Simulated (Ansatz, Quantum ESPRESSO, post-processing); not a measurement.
# Ballistic transmission: vacuum gap of 6.0 Å between two Al(111) faces, part 4 of 4

Aim: the zero-bias transmission with pwcond for this junction: vacuum gap of 6.0 Å between two Al(111) faces.

Quantum ESPRESSO 7.5; plane-wave DFT, PBE, GBRV ultrasoft pseudopotentials; cross-check by Ansatz 0.2.0 with PAW datasets.

So far. Step 2 (Self-consistent run): The run needed 56 iterations to bring the estimated error under 1e-07 Ry; the largest force on any atom, held or free, is 0.12 eV/Å. Step 3 (The open system): At no point does T exceed the number of channels.

## Step 6: Cross-check with Ansatz

A second code with its own PAW datasets, on the same atoms.

Level of this step: plane-wave DFT, PBE, Ansatz PAW (Ansatz 0.2.0).

input.yaml

```yaml
crystal:
  lattice:
    - [2.856711396, 0.0, 0.0]
    - [1.428355698, 2.4739846402, 0.0]
    - [0.0, 0.0, 45.6524164879]
  atoms:
    - { symbol: Al, position: [0.0, 0.0, 0.0] }
    - { symbol: Al, position: [0.333333333, 0.333333333, 0.0510924781] }
    - { symbol: Al, position: [0.666666667, 0.666666667, 0.1021849561] }
    - { symbol: Al, position: [0.0, 0.0, 0.1532774342] }
    - { symbol: Al, position: [0.333333333, 0.333333333, 0.2043699122] }
    - { symbol: Al, position: [0.666666667, 0.666666667, 0.2554623903] }
    - { symbol: Al, position: [0.0, 0.0, 0.3065548683] }
    - { symbol: Al, position: [0.333333333, 0.333333333, 0.3576473464] }
    - { symbol: Al, position: [0.666666667, 0.666666667, 0.4087398244] }
    - { symbol: Al, position: [0.0, 0.0, 0.5401676975] }
    - { symbol: Al, position: [0.333333333, 0.333333333, 0.5912601756] }
    - { symbol: Al, position: [0.666666667, 0.666666667, 0.6423526536] }
    - { symbol: Al, position: [0.0, 0.0, 0.6934451317] }
    - { symbol: Al, position: [0.333333333, 0.333333333, 0.7445376097] }
    - { symbol: Al, position: [0.666666667, 0.666666667, 0.7956300878] }
    - { symbol: Al, position: [0.0, 0.0, 0.8467225658] }
    - { symbol: Al, position: [0.333333333, 0.333333333, 0.8978150439] }
    - { symbol: Al, position: [0.666666667, 0.666666667, 0.9489075219] }
kpoints:
  mp_grid: { grid: [10, 10, 1] }
hamiltonian:
  xc: pbe
scf:
  occupations: { method: fermi_dirac, width: 0.1 }
  convergence: { dr2_threshold: 1.0e-08 }
output:
  transmission: { leads: [[0, 3]], e_range: [-0.4, 0.4], de: 0.4, kmesh: [10, 10] }
  write_potential: true
  write_density: true
  volumetric_format: npy
```

Command:

```bash
$ ansatz run input.yaml --threads 2 --pin off --max-ram 4096MiB --backend cpu --events-out ev --progress --plain --runs-dir out
```

Numbers of over 12 decimals in the logs are rounded to 6 here.

Output:

```text
Engine: ansatz 0.2.0, aarch64-unknown-linux-gnu
Pseudopotentials: kind: paw
Pseudopotential: Al, paw, valence charge 3, recommended cutoff 420 eV (normal), Al.paw.azcp
Functional definition: PBE
  parameter kappa = 0.804
  parameter beta = 0.066725
  exchange = pbe_x(kappa = kappa, mu = beta*pi^2/3)
  correlation = pbe_c(beta = beta)
Crystal: 18 atoms, lattice volume = 322.647 Å³
Basis set: ecut = 420 eV, 6345 PW (Γ)
Bands: 45, of which v1, the nominal top of the filled ones, is band 27 counted from 1 (26 counted from 0)
Symmetry: 12 space group operations
Space group: P-3m1 (ITA 164), of the structure as read, at distance tolerance 6.9e-5 Å
k-points: 14 of 100
Non-local potential: Al, projectors of the file, l = 0: 2, l = 1: 2, l = 2: 1
PAW form: soft (Blöchl's): semilocal exchange-correlation on the pseudo side does not see the compensation charge
PAW one-centre angular grid: Al, 110 points (default); XC on 64 Gauss nodes
Initial density: superposition of atomic densities (neutral atoms: chi_scale 0, normalization atom), corrected by the library's trained network
Initial wavefunctions: pseudopotential atomic-orbital guess
Functional: x = pbe(κ = 0.804, μ = 0.219515), c = pbe(β = 0.066725)
SCF iter   1: F=—  HF=-9674.379190 eV  |F-HF|=—  |Δ(HF+E_count)|=         —  Δρ=1.02e-3  dr2=2.38e-1  ethr=1.77e-3  ⟨swp⟩=9.9  Hψ=3653  notcnv=0  defer=15
preconditioner: auto → LDOS  [metal: Δε(μ)=0.010 eV  Ē_g=7.211 eV  σ=0.100 eV  W_gap=0.03  n_scr=28 (ndim 8)  ℏωp=15.2 eV  f_vac=0.038  D(μ)=8.07/eV (n_scr^D=30)  β→1.0]
SCF iter   2: F=—  HF=-9674.379504 eV  |F-HF|=—  |Δ(HF+E_count)|=   3.14e-4  Δρ=2.24e-4  dr2=7.95e-4  ethr=4.40e-4  ⟨swp⟩=1.9  Hψ=784  notcnv=0  defer=23
SCF iter   3: F=—  HF=-9674.379451 eV  |F-HF|=—  |Δ(HF+E_count)|=   5.36e-5  Δρ=6.58e-5  dr2=1.56e-4  ethr=1.47e-6  ⟨swp⟩=2.5  Hψ=1070  notcnv=0  defer=22
SCF iter   4: F=—  HF=-9674.379448 eV  |F-HF|=—  |Δ(HF+E_count)|=   2.51e-6  Δρ=1.52e-5  dr2=6.79e-6  ethr=2.89e-7  ⟨swp⟩=1.3  Hψ=676  notcnv=0  defer=22
SCF iter   5: F=—  HF=-9674.379453 eV  |F-HF|=—  |Δ(HF+E_count)|=   4.92e-6  Δρ=3.90e-6  dr2=1.79e-7  ethr=1.26e-8  ⟨swp⟩=1.9  Hψ=767  notcnv=0  defer=22
SCF iter   6: F=-9674.379453 eV  HF=-9674.379453 eV  |F-HF|=4.47e-9  |Δ(HF+E_count)|=   3.93e-8  Δρ=8.38e-7  dr2=6.89e-9  ethr=1.85e-11  ⟨swp⟩=18.1  Hψ=3420  notcnv=0
SCF 1 converged in 6 iterations: F = -9674.379453 eV  dr2 = 6.89e-9
  greatest PAW one-centre occupation: 0.465 electrons in one spin orbital (limit 2), on the Al atom at site 9 (counted from 0), in its partial waves of l = 0
transmission: 80 of 798 steps passed
transmission: 161 of 798 steps passed
[...]
transmission: 798 of 798 steps passed
SCF converged after 6 iterations
Free energy (F): -9674.379453 eV
Harris-Foulkes:  -9674.379453 eV  (|F-HF|=4.47e-9)
Internal energy: -9674.111624 eV  (E = F + TS)
E sigma→0 (E₀):  -9674.245538 eV
Entropy (-TS):   -0.267830 eV (-14.879 meV/atom)
Fermi energy:    7.086275 eV
--- Per-component energies (eV) ---
  E_band       = 142.838387
  E_kinetic    = 406.510981
  E_local      = -1668.993992  (includes V_loc(G=0)·N_el)
  E_nonlocal   = 186.040498
  E_hartree    = 901.735919
  E_xc         = -713.113000
  E_vxc        = -518.433201  (∫ρ·V_xc dr)
  E_paw        = -8411.902443  (= ΣΔE_a)
  E_vpaw       = -65.758931  (= ΣTr[D̂ρ^β])
  E_aug_tail   = -0.000040  (compensation charges beyond the density's cutoff)
  E_ewald      = -374.389547
  E_smearing   = -0.267830  (= −TS)
  E_closure    = -0.000000  (closes the sum)
  Σ components = -9674.379453   (vs F -9674.379453, Δ=0.00e0)
--- Band table (eV; the first three rows and the last of 14) ---
  k-point 0: bands = [... 23 lower, 6.7154, 7.4090, 8.4536, 9.0031, 10.2752, 10.5710, 12.1668, 12.2406, ... 14 higher]
  k-point 1: bands = [... 23 lower, 6.9341, 7.6269, 8.6637, 9.2149, 10.4702, 10.7724, 12.3249, 12.4194, ... 14 higher]
  k-point 2: bands = [... 23 lower, 7.5633, 8.2422, 9.2010, 9.7396, 10.4571, 10.9271, 10.9665, 11.0456, ... 14 higher]
  k-point 13: bands = [... 23 lower, 5.2415, 5.2830, 5.4220, 5.4323, 5.5869, 5.6441, 5.6452, 5.7962, ... 14 higher]
--- Transmission ---
  basis      : 61 plane waves across, 57 finite elements along
  points     : 14, standing for a mesh of 10 x 10
  energies   : 3 from -0.400000 to 0.400000 eV about the Fermi level, 0.400000 eV apart; the leads are filled to 0.000000 eV, and channels, transmission and decay are at 0.000000 eV
  crystal 0  : Al3, at the sites [0, 3], period 6.9975 Å, over 41.98 Å; its Hamiltonian steps by up to 12.4 meV
    offset         : up to 0.0000 Å between an atom of the period and one for which it stands
    channels       : 1.510000e0 a spin
    conductance    : none, the energies end too early or step too widely for 300 K: set another output.transmission.e_range or a lower de, or, where they end at an eighth of basis.ecutwfc, a higher one
    slowest decay  : 0.0561 /Å at (-0.4000, 0.3000)
  junction   : crystal 0 to crystal 0, -0.47 to 38.19 Å
    transmission   : 1.109558e-2 a spin
    conductance    : none, the energies end too early or step too widely for 300 K: set another output.transmission.e_range or a lower de, or, where they end at an eighth of basis.ecutwfc, a higher one
```

It took 31 s on 2 threads of Arm Neoverse N1, shared host; peak memory 0.59 GiB.

Numbers from this step:

```
free energy                                  : -9674.3795 eV
energy at zero smearing                      : -9674.2455 eV
smearing term TS                             : 0.2678 eV
Fermi energy                                 : 7.086 eV
symmetry operations                          : 12
transmission at the Fermi level, one spin    : 0.01110
step of the lead's Hamiltonian over a period : 12.4 meV
```

Per spin; mean over the k mesh across the current. Table of transmission, zone mean by energy, zero at the Fermi level:

```
energy (eV)  transmission, zone mean
     -0.400                  0.00883
      0.000                   0.0111
      0.400                   0.0161
```

Per spin; mean over the k mesh across the current. The open channels, zone mean by energy, zero at the Fermi level:

```
energy (eV)  open channels, zone mean
     -0.400                      1.39
      0.000                      1.51
      0.400                      1.39
```

Ansatz finds T = 0.0111 against pwcond's 0.0119.

## Step 7: All levels side by side

All levels:

```
                   step  T at the Fermi level (per spin)  conductance (G0)  r.m.s. T(E) from the first  CPU time of the step (s)  peak memory (GiB)
                 Ansatz                           0.0111                 -                           0                     58.21              0.587
                 pwcond                          0.01187           0.01187                     7.90e-4                     240.4               0.14
pwcond, changed setting                          0.01187           0.01187                     7.90e-4                     269.3               0.14
```

Per spin; mean over the k mesh across the current. Table of transmission, zone mean by energy, zero at the Fermi level:

```
energy (eV)   Ansatz   pwcond  pwcond, changed setting
     -0.400  0.00883  0.00882                  0.00882
      0.000   0.0111   0.0119                   0.0119
      0.400   0.0161   0.0173                   0.0173
```

## Step 8: Worked from the printed numbers

The Landauer sum over the mesh, Σ w T = 0.0600 × 0.0554 + 0.0600 × 0.0361 + 0.1200 × 0.0159 + … = 0.01187.

G = 0.0119 × 77.48 µS = 0.919 µS a cell. Times the area of 7.067 Å², the resistance-area product is A/G = 76.9 fΩ m², the leads' contact resistance included.

Free electrons at 3 an atom (3 atoms in 49.5 Å³) have k_F = 1.753 1/Å and offer A k_F²/4π = 1.73 channels per spin; the lead has 1.51 on this mesh.

## Step 9: Results

| Quantity | Value |
| --- | --- |
| conductance from T at the Fermi level, a cell (G₀ = 2e²/h) | 0.0119 G₀ |
| conductance per area | 13.0 S/μm² |
| lead channels per spin | 1.51 |
| the same conductance by Ansatz | 0.0111 G₀ |

What this shows: The junction conducts 0.0119 G₀ a cell at the Fermi level (PBE, GBRV ultrasoft). At the Fermi level the junction passes 0.79 % of what the leads offer, the tunnelling regime. At the Fermi level pwcond and Ansatz differ by 6.9 %. Points with over 2.5 times the mean carry 52 % of T, so the mean leans on few points, and the mesh was not tested. Over -0.4 to 0.4 eV, T lies between 0.0088 and 0.017 per spin. The geometry is as built, not relaxed, and the leads are short. Semilocal functionals lack the image potential in a vacuum gap.

[Logs are printed without paths, hosts, clocks, repeated set-up lines and the standing remarks that a program may print on its own settings, such as how far it seeks lower states.]

[Hosts, paths, dates, database ids (printed as entryN), source tags and the programs' standing remarks are cut or masked in the printed files.]

[Maps of the electrostatic potential energy from Ansatz leave out the sawtooth potential of an applied field or a dipole correction, so their vacuum need not be flat; planar profiles and work functions include it.]
